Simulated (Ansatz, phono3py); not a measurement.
# Scattering channels in ZnSe (Stilleite, F-43m), one at a time

Wanted: the sensitivity of κ of ZnSe (Stilleite) to the choices of the transport step.

Measurements to reproduce:
- thermal conductivity 19 W/m/K near room temperature (given in “Combining the AFLOW GIBBS and Elastic Libraries to efficiently and robustly screen thermo-mechanical properties of solids”, 2017, arXiv:1611.05714)

Main program and level: Ansatz 0.2.0 and phono3py 4.10.0; DFT LDA, scalar-relativistic, plane waves, PAW; PAW set soft_1, in the first sound run; inputs show where later runs differ.

Report form: the programs' logs are mostly left out.

### 1. Starting point

The structure is cubic, space group F-43m (No. 216). Conventional cell: a = 5.567 Å, b = 5.567 Å, c = 5.567 Å, α = 90.00°, β = 90.00°, γ = 90.00°. Zn has 4 Se at 2.41 Å nearest. Nearest to Se lie 4 Zn at 2.41 Å. Farther neighbours and most contacts between anions are not listed.

### 2. Where the constants come from

The input, input.yaml:

```yaml
crystal:
  lattice:
    - [0.0, 2.7836755404, 2.7836755404]
    - [2.7836755404, 0.0, 2.7836755404]
    - [2.7836755404, 2.7836755404, 0.0]
  atoms:
    - { symbol: Zn, position: [0.0, 0.0, 0.0] }
    - { symbol: Se, position: [0.25, 0.25, 0.25] }
kpoints:
  mp_grid: { grid: [12, 12, 12] }
hamiltonian:
  xc: lda
  pseudopotentials: { kind: paw, azcp: { folder: soft_1 }, xc_functional: pbe }
scf:
  occupations: { method: fixed }
  lower_state_search: "off"
output:
  eigenvalues: true
phonons:
  method: fd
  dielectric: true
  qmesh: [6, 6, 6]
  temperatures: { t_max: 1000, t_step: 50 }
  qpath:
    path:
      - [[0.0, 0.0, 0.0], [0.5, 0.0, 0.5], [0.5, 0.25, 0.75], [0.375, 0.375, 0.75], [0.0, 0.0, 0.0], [0.5, 0.5, 0.5], [0.625, 0.25, 0.625], [0.5, 0.25, 0.75], [0.5, 0.5, 0.5], [0.375, 0.375, 0.75]]
      - [[0.625, 0.25, 0.625], [0.5, 0.0, 0.5]]
    npoints: 10
  third_order: { supercell: [3, 3, 3], pair_cutoff: 4.766 }
  lattice_thermal_conductivity:
    qmesh: [19, 19, 19]
    temperatures: [100.0, 150.0, 200.0, 300.0, 400.0, 500.0, 600.0, 800.0]
    isotope_mass_variance:
      - { species: Se, variance: 0.0004628 }
      - { species: Zn, variance: 0.0005982 }
```

The run is started by

```bash
$ ansatz run input.yaml --threads 18 --pin off --max-ram 92160MiB --backend cuda --events-out ev --progress --plain --runs-dir out --max-vram 78GiB
```

It took 26 min on 1 × NVIDIA GB200 with 18 threads of Arm Neoverse V2, shared host; peak memory 4.2 GiB.

Numbers from this step:

* highest frequency: 252.2 cm⁻¹
* κ at 300 K (relaxation time): 25.38 W/m/K
* κ at 300 K (full solution): 26.42 W/m/K
* dipole term: run
* third-order blocks: 842

### 3. Relaxation-time solution

The base run: each mode relaxes on its own with natural isotopes, and rates are split into normal and umklapp parts.

This step: DFT LDA, scalar-relativistic, plane waves, PAW; PAW set soft_1; phono3py on Ansatz's force constants (phono3py 4.10.0).

The input, phono3py.yaml:

```yaml
phono3py:
  version: "4.10.0"
  frequency_unit_conversion_factor: 15.633302
  symmetry_tolerance: 1.00000e-05

physical_unit:
  atomic_mass: "AMU"
  length: "angstrom"

space_group:
  type: "F-43m"
  number: 216
  Hall_symbol: "F -4 2 3"

primitive_matrix:
- [  1.000000000000000,  0.000000000000000,  0.000000000000000 ]
- [  0.000000000000000,  1.000000000000000,  0.000000000000000 ]
- [  0.000000000000000,  0.000000000000000,  1.000000000000000 ]

supercell_matrix:
- [   3,   0,   0 ]
- [   0,   3,   0 ]
- [   0,   0,   3 ]

# [primitive_cell block left out]
unit_cell:
  lattice:
  - [     0.000000000000000,     2.783675540400000,     2.783675540400000 ] # a
  - [     2.783675540400000,     0.000000000000000,     2.783675540400000 ] # b
  - [     2.783675540400000,     2.783675540400000,     0.000000000000000 ] # c
  points:
  - symbol: Zn # 1
    coordinates: [  0.000000000000000,  0.000000000000000,  0.000000000000000 ]
    mass: 65.380000
    reduced_to: 1
  - symbol: Se # 2
    coordinates: [  0.250000000000000,  0.250000000000000,  0.250000000000000 ]
    mass: 78.971000
    reduced_to: 2

# [supercell block left out]
phonon_supercell_matrix:
- [   6,   0,   0 ]
- [   0,   6,   0 ]
- [   0,   0,   6 ]

# [phonon_primitive_cell block left out]
# [phonon_supercell block left out]
nac:
  born_effective_charge:
  - # 1 (Zn)
    - [  1.968590722944593,  0.000000000000000,  0.000000000000000 ]
    - [  0.000000000000000,  1.968590722944592,  0.000000000000000 ]
    - [  0.000000000000000,  0.000000000000000,  1.968590722944592 ]
  - # 2 (Se)
    - [ -1.968590722944593,  0.000000000000000,  0.000000000000000 ]
    - [  0.000000000000000, -1.968590722944592,  0.000000000000000 ]
    - [  0.000000000000000,  0.000000000000000, -1.968590722944592 ]
  dielectric_constant:
    - [  7.507303767595457,  0.000000000000000,  0.000000000000000 ]
    - [  0.000000000000000,  7.507303767595457,  0.000000000000000 ]
    - [  0.000000000000000,  0.000000000000000,  7.507303767595456 ]
  unit_conversion_factor: 14.399645
```

The run is started by

```bash
$ phono3py phono3py.yaml --mesh 19 19 19 --br --isotope --nu --ts 100 150 200 300 400 500 600 800
```

Elapsed: 26 s, on 8 threads; peak memory 0.1 GiB.

Numbers from this step:

```
κ at 300 K                                       : 24.97 W/m/K
κ xx, yy, zz at 300 K                            : 24.97, 24.97, 24.97 W/m/K
normal share of three-phonon scattering at 300 K : 0.493
```

W/m/K. Kappa, by row:

```csv
T (K),xx,yy,zz,yz,xz,xy
100,86.08,86.08,86.08,0,0,0
150,52.03,52.03,52.03,0,0,0
200,37.89,37.89,37.89,0,0,0
300,24.97,24.97,24.97,0,0,0
400,18.76,18.76,18.76,0,0,0
500,15.07,15.07,15.07,0,0,0
600,12.6,12.6,12.6,0,0,0
800,9.51,9.51,9.51,0,0,0
```

The lattice thermal conductivity, xx by temperature:

```csv
temperature (K),"lattice thermal conductivity, xx (W/m/K)"
100,86.1
150,52.0
200,37.9
300,25.0
400,18.8
500,15.1
600,12.6
800,9.51
```

Mean scattering rate at 300 K against frequency:

```csv
frequency (THz),normal (1/ps),umklapp (1/ps)
0.16,-,-
0.47,0.00207,2.1e-4
0.79,0.00391,0.00102
1.10,0.00428,0.00188
1.42,0.01,0.00659
1.74,0.0225,0.0213
2.05,0.0304,0.037
2.37,0.0273,0.035
2.68,0.0212,0.0323
3.00,0.0231,0.026
3.31,0.0443,0.0164
3.63,0.0921,0.0679
3.94,0.181,0.163
4.26,0.346,0.323
4.57,0.432,0.457
4.89,0.3,0.405
5.21,0.196,0.212
5.52,0.0873,0.0662
5.84,0.0342,0.0447
6.15,0.0336,0.0549
6.47,0.186,0.104
6.78,0.146,0.256
7.10,0.143,0.232
7.41,0.304,0.259
```

The base value at 300 K is 25.0 W/(m K).

The lattice thermal conductivity, xx is 25.0 W/m/K at 300 K, going as T^-1.0 above 200 K.

### 4. Two programs, one set of constants

This step: DFT LDA, scalar-relativistic, plane waves, PAW; PAW set soft_1 (Ansatz 0.2.0).

Ansatz's figure includes its coherence part. Comparison, by row:

```csv
T (K),Ansatz RTA (W/m/K),phono3py RTA (W/m/K),difference (%)
100,87.64,86.08,-1.78
150,52.91,52.03,-1.66
200,38.51,37.89,-1.61
300,25.38,24.97,-1.62
400,19.08,18.76,-1.68
500,15.34,15.07,-1.76
600,12.85,12.6,-1.95
800,9.723,9.51,-2.19
```

### 5. Without isotopes, third order supercell 3×3×3, supercell 6×6×6

Leaving out the isotope term shows how much the natural mass disorder scatters.

This step: DFT LDA, scalar-relativistic, plane waves, PAW; PAW set soft_1; phono3py on Ansatz's force constants (phono3py 4.10.0).

phono3py.yaml is that of step 3.

The run is started by

```bash
$ phono3py phono3py.yaml --mesh 19 19 19 --br --ts 100 150 200 300 400 500 600 800
```

Wall time 25 s (8 threads); peak memory 0.1 GiB; 2.6 min of CPU time.

Numbers from this step:

| Quantity | Value |
| --- | --- |
| κ at 300 K | 27.19 W/m/K |
| κ xx, yy, zz at 300 K | 27.19, 27.19, 27.19 W/m/K |

W/m/K. Kappa, by row:

```csv
T (K),xx,yy,zz,yz,xz,xy
100,112.3,112.3,112.3,0,0,0
150,61.51,61.51,61.51,0,0,0
200,42.94,42.94,42.94,0,0,0
300,27.19,27.19,27.19,0,0,0
400,20.02,20.02,20.02,0,0,0
500,15.89,15.89,15.89,0,0,0
600,13.18,13.18,13.18,0,0,0
800,9.839,9.839,9.839,0,0,0
```

κ at 300 K goes from 25.0 in the base run to 27.2 W/(m K).

### 6. Another q-mesh, third order supercell 3×3×3, supercell 6×6×6

The q-mesh of the transport sums changes, with the same scattering terms.

phono3py.yaml is that of step 5.

The run is started by

```bash
$ phono3py phono3py.yaml --mesh 5 5 5 --br --isotope --ts 100 300 600
```

Run time: 1.8 s. Hardware: 8 threads; peak memory 0.1 GiB.

Numbers from this step:

- κ at 300 K: 15.28 W/m/K
- κ xx, yy, zz at 300 K: 15.28, 15.28, 15.28 W/m/K

W/m/K. Kappa, by row:

```csv
T (K),xx,yy,zz,yz,xz,xy
100,50.16,50.16,50.16,0,0,0
300,15.28,15.28,15.28,0,0,0
600,7.709,7.709,7.709,0,0,0
```

This mesh is too coarse for the transport sums: κ at 300 K comes out at 15.3 against 25.0 W/(m K) in the base run.

### 7. Another q-mesh, third order supercell 3×3×3, supercell 6×6×6 (run 2)

phono3py.yaml is that of step 6.

The run is started by

```bash
$ phono3py phono3py.yaml --mesh 7 7 7 --br --isotope --ts 100 300 600
```

It took 1.8 s on 8 threads; peak memory 0.1 GiB; 2.3 s of CPU time.

This mesh is too coarse for the transport sums: κ at 300 K comes out at 17.7 against 25.0 W/(m K) in the base run.

### 8. Another q-mesh, third order supercell 3×3×3, supercell 6×6×6 (run 3)

phono3py.yaml is that of step 7.

The run is started by

```bash
$ phono3py phono3py.yaml --mesh 9 9 9 --br --isotope --ts 100 300 600
```

Elapsed: 2.1 s, on 8 threads; peak memory 0.1 GiB.

W/m/K. Kappa, by row:

```csv
T (K),xx,yy,zz,yz,xz,xy
100,63.04,63.04,63.04,0,0,0
300,19.53,19.53,19.53,0,0,0
600,10,10,10,0,0,0
```

This mesh is too coarse for the transport sums: κ at 300 K comes out at 19.5 against 25.0 W/(m K) in the base run.

### 9. Another q-mesh, third order supercell 3×3×3, supercell 6×6×6 (run 4)

phono3py.yaml is that of step 8.

The run is started by

```bash
$ phono3py phono3py.yaml --mesh 13 13 13 --br --isotope --ts 100 300 600
```

Elapsed: 4.5 s, on 8 threads; peak memory 0.1 GiB; 21 s of CPU time.

W/m/K. Kappa, by row:

```csv
T (K),xx,yy,zz,yz,xz,xy
100,84.97,84.97,84.97,0,0,0
300,25.55,25.55,25.55,0,0,0
600,12.97,12.97,12.97,0,0,0
```

κ at 300 K goes from 25.0 in the base run to 25.6 W/(m K).

### 10. Another q-mesh, third order supercell 3×3×3, supercell 6×6×6 (run 5)

phono3py.yaml is that of step 9.

The run is started by

```bash
$ phono3py phono3py.yaml --mesh 17 17 17 --br --isotope --ts 100 300 600
```

Run time: 16 s. Hardware: 8 threads; peak memory 0.1 GiB; 90 s of CPU time.

W/m/K. Kappa, by row:

```csv
T (K),xx,yy,zz,yz,xz,xy
100,83.66,83.66,83.66,0,0,0
300,24.12,24.12,24.12,0,0,0
600,12.18,12.18,12.18,0,0,0
```

κ at 300 K goes from 25.0 in the base run to 24.1 W/(m K).

### 11. Another q-mesh, third order supercell 3×3×3, supercell 6×6×6 (run 6)

phono3py.yaml is that of step 10.

The run is started by

```bash
$ phono3py phono3py.yaml --mesh 23 23 23 --br --isotope --ts 100 300 600
```

The job ended after 81 s (8 threads; peak memory 0.11 GiB).

W/m/K. Kappa, by row:

```csv
T (K),xx,yy,zz,yz,xz,xy
100,86.88,86.88,86.88,0,0,0
300,25.22,25.22,25.22,0,0,0
600,12.72,12.72,12.72,0,0,0
```

κ at 300 K goes from 25.0 in the base run to 25.2 W/(m K).

### 12. Another q-mesh, third order supercell 3×3×3, supercell 6×6×6 (run 7)

phono3py.yaml is that of step 11.

The run is started by

```bash
$ phono3py phono3py.yaml --mesh 29 29 29 --br --isotope --ts 100 300 600
```

Run time: 5.1 min. Hardware: 8 threads; peak memory 0.14 GiB.

W/m/K. Kappa, by row:

```csv
T (K),xx,yy,zz,yz,xz,xy
100,90.74,90.74,90.74,0,0,0
300,26.16,26.16,26.16,0,0,0
600,13.18,13.18,13.18,0,0,0
```

κ at 300 K goes from 25.0 in the base run to 26.2 W/(m K).

### 13. Mesh convergence

This step: DFT LDA, scalar-relativistic, plane waves, PAW; PAW set soft_1 (phono3py 4.10.0).

Series, by row:

```csv
mesh points along each axis,kappa at 100 K (W/m/K),kappa at 300 K (W/m/K),kappa at 600 K (W/m/K),seconds
5,50.16,15.28,7.709,1.81
7,57.3,17.7,9.079,1.82
9,63.04,19.53,10,2.06
13,84.97,25.55,12.97,4.52
17,83.66,24.12,12.18,15.56
23,86.88,25.22,12.72,80.65
29,90.74,26.16,13.18,305.7
```

### 14. Boundary scattering, third order supercell 3×3×3, supercell 6×6×6

A boundary term v/L is added to each rate, a simple model of grains or a thin sample.

This step: DFT LDA, scalar-relativistic, plane waves, PAW; PAW set soft_1; phono3py on Ansatz's force constants (phono3py 4.10.0).

phono3py.yaml is that of step 12.

The run is started by

```bash
$ phono3py phono3py.yaml --mesh 19 19 19 --br --isotope --boundary-mfp 0.01 --ts 100 150 200 300 400 500 600 800
```

Run time: 28 s. Hardware: 8 threads; peak memory 0.1 GiB.

This step gave:

```yaml
kappa_at_300_k: 3.047 W/m/K
kappa_xx_yy_zz_at_300_k: 3.047, 3.047, 3.047 W/m/K
```

W/m/K. Kappa, by row:

```csv
T (K),xx,yy,zz,yz,xz,xy
100,3.345,3.345,3.345,0,0,0
150,3.433,3.433,3.433,0,0,0
200,3.329,3.329,3.329,0,0,0
300,3.047,3.047,3.047,0,0,0
400,2.795,2.795,2.795,0,0,0
500,2.587,2.587,2.587,0,0,0
600,2.412,2.412,2.412,0,0,0
800,2.139,2.139,2.139,0,0,0
```

κ at 300 K goes from 25.0 in the base run to 3.05 W/(m K).

### 15. Boundary scattering, third order supercell 3×3×3, supercell 6×6×6 (run 2)

phono3py.yaml is that of step 14.

The run is started by

```bash
$ phono3py phono3py.yaml --mesh 19 19 19 --br --isotope --boundary-mfp 0.3 --ts 100 150 200 300 400 500 600 800
```

Run time: 28 s. Hardware: 8 threads; peak memory 0.1 GiB; 2.9 min of CPU time.

This step gave:

```
κ at 300 K            : 14.51 W/m/K
κ xx, yy, zz at 300 K : 14.51, 14.51, 14.51 W/m/K
```

κ at 300 K goes from 25.0 in the base run to 14.5 W/(m K).

### 16. Direct solution of the linearised equation, third order supercell 3×3×3, supercell 6×6×6

Solving the linearised equation directly keeps the heat that normal processes pass on between modes; it is dearer, so the mesh may be smaller.

phono3py.yaml is that of step 15.

The run is started by

```bash
$ phono3py phono3py.yaml --mesh 19 19 19 --lbte --isotope --ts 100 300 600
```

Wall time 6.7 min (8 threads); peak memory 0.49 GiB.

This step gave:

* κ at 300 K: 26 W/m/K
* κ xx, yy, zz at 300 K: 26, 26, 26 W/m/K

W/m/K. Kappa, by row:

```csv
T (K),xx,yy,zz,yz,xz,xy,RTA mean
100,87.77,87.77,87.77,0,0,0,86.08
300,26,26,26,0,0,0,24.97
600,13.19,13.19,13.19,0,0,0,12.6
```

κ at 300 K goes from 25.0 in the base run to 26 W/(m K).

### 17. Adding coherences, third order supercell 3×3×3, supercell 6×6×6

Close branches can carry heat by tunnelling between them, which the particle picture leaves out.

phono3py.yaml is that of step 16.

The run is started by

```bash
$ phono3py phono3py.yaml --mesh 19 19 19 --br --isotope --tt smm19 --ts 100 150 200 300 400 500 600 800
```

Elapsed: 29 s, on 8 threads; peak memory 0.1 GiB; 2.9 min of CPU time.

This step gave:

```
κ at 300 K            : 25.19 W/m/K
κ xx, yy, zz at 300 K : 25.19, 25.19, 25.19 W/m/K
```

W/m/K. Kappa, by row:

```csv
T (K),xx,yy,zz,yz,xz,xy,intra mean,inter mean
100,86.86,86.86,86.86,0,0,0,86.08,0.7882
150,52.48,52.48,52.48,0,0,0,52.03,0.4472
200,38.21,38.21,38.21,0,0,0,37.89,0.3236
300,25.19,25.19,25.19,0,0,0,24.97,0.2256
400,18.95,18.95,18.95,0,0,0,18.76,0.1864
500,15.23,15.23,15.23,0,0,0,15.07,0.167
600,12.76,12.76,12.76,0,0,0,12.6,0.1566
800,9.658,9.658,9.658,0,0,0,9.51,0.1479
```

κ at 300 K goes from 25.0 in the base run to 25.2 W/(m K).

### 18. Gaussian smearing, third order supercell 3×3×3, supercell 6×6×6

A Gaussian replaces the tetrahedron method for energy conservation; its width must match the mesh.

phono3py.yaml is that of step 17.

The run is started by

```bash
$ phono3py phono3py.yaml --mesh 19 19 19 --br --isotope --sigma 0.4 --ts 100 300 600
```

It took 25 s on 8 threads; peak memory 0.1 GiB; 2.5 min of CPU time.

This step gave:

```yaml
kappa_at_300_k: 21.64 W/m/K
kappa_xx_yy_zz_at_300_k: 21.64, 21.64, 21.64 W/m/K
```

W/m/K. Kappa, by row:

```csv
T (K),xx,yy,zz,yz,xz,xy
100,72.88,72.88,72.88,0,0,0
300,21.64,21.64,21.64,0,0,0
600,10.93,10.93,10.93,0,0,0
```

With a width of 0.4 THz κ at 300 K is 21.6 W/(m K), -13.3 % from the tetrahedron value; a width this large blurs energy conservation.

For the κ at 300 K, step 3 gave 25.0 W/m/K; this run, with delta function Gaussian and sigma 0.4 THz, gives 21.6 W/m/K (-13 %).

### 19. Gaussian smearing, third order supercell 3×3×3, supercell 6×6×6 (run 2)

phono3py.yaml is that of step 18.

The run is started by

```bash
$ phono3py phono3py.yaml --mesh 19 19 19 --br --isotope --sigma 1 --ts 100 300 600
```

Wall time 25 s (8 threads); peak memory 0.1 GiB.

Numbers from this step:

* κ at 300 K: 19.39 W/m/K
* κ xx, yy, zz at 300 K: 19.39, 19.39, 19.39 W/m/K

W/m/K. Kappa, by row:

```csv
T (K),xx,yy,zz,yz,xz,xy
100,64.43,64.43,64.43,0,0,0
300,19.39,19.39,19.39,0,0,0
600,9.708,9.708,9.708,0,0,0
```

With a width of 1 THz κ at 300 K is 19.4 W/(m K), -22.3 % from the tetrahedron value; a width this large blurs energy conservation.

For the κ at 300 K, step 18 gave 21.6 W/m/K; this run, with sigma 1 THz, gives 19.4 W/m/K (-10 %).

### 20. Two-phonon phase space, third order supercell 3×3×3, supercell 6×6×6

The two-phonon density of states counts the channels open to a mode, without matrix elements.

phono3py.yaml is that of step 19.

The run is started by

```bash
$ phono3py phono3py.yaml --mesh 23 23 23 --jdos --gp 0 --num-freq-points 80
```

The job ended after 1.9 s (8 threads; peak memory 0.11 GiB; 2.5 s of CPU time).

The joint density of states at Gamma by frequency; read off at these points:

```csv
frequency (THz),absorption class (1/THz),decay class (1/THz)
0.00,0,0
0.39,13.5,0.00304
0.77,5.65,0.0156
1.16,2.24,0.0419
1.73,4.76,0.102
2.12,5.26,0.164
2.50,3.93,0.265
2.89,4.02,0.458
3.27,2.73,1.07
3.66,2.16,1.35
4.04,4.61,1.92
4.43,8.76,2.24
4.62,10.3,2.20
5.01,7.04,1.86
5.39,1.94,1.00
5.78,0.902,0.717
6.16,0.392,0.885
6.55,0.170,1.33
6.93,0.0681,1.87
7.32,0,1.98
7.89,0,2.63
8.28,0,9.84
8.66,0,8.94
9.05,0,8.57
9.44,0,5.05
9.82,0,3.13
10.21,0,1.07
10.78,0,1.71
11.17,0,5.11
11.55,0,3.97
11.94,0,2.52
12.32,0,1.56
12.71,0,2.18
13.09,0,14.8
13.48,0,4.33
14.06,0,3.50
14.44,0,0.291
14.83,0,0.186
15.21,0,0
```

The most distinct maxima of the joint density of states at Gamma (absorption class) lie at 0.39, 2.12 and 4.62 THz, the highest at 0.39 THz.

(Continued in part 2 of 2.)

[Logs are printed without paths, hosts, clocks, repeated set-up lines and the standing remarks that a program may print on its own settings, such as how far it seeks lower states.]

[Hosts, paths, dates, database ids (printed as entryN), source tags and the programs' standing remarks are cut or masked in the printed files.]

[A step with changed settings may run another functional than the one named; its input shows which.]
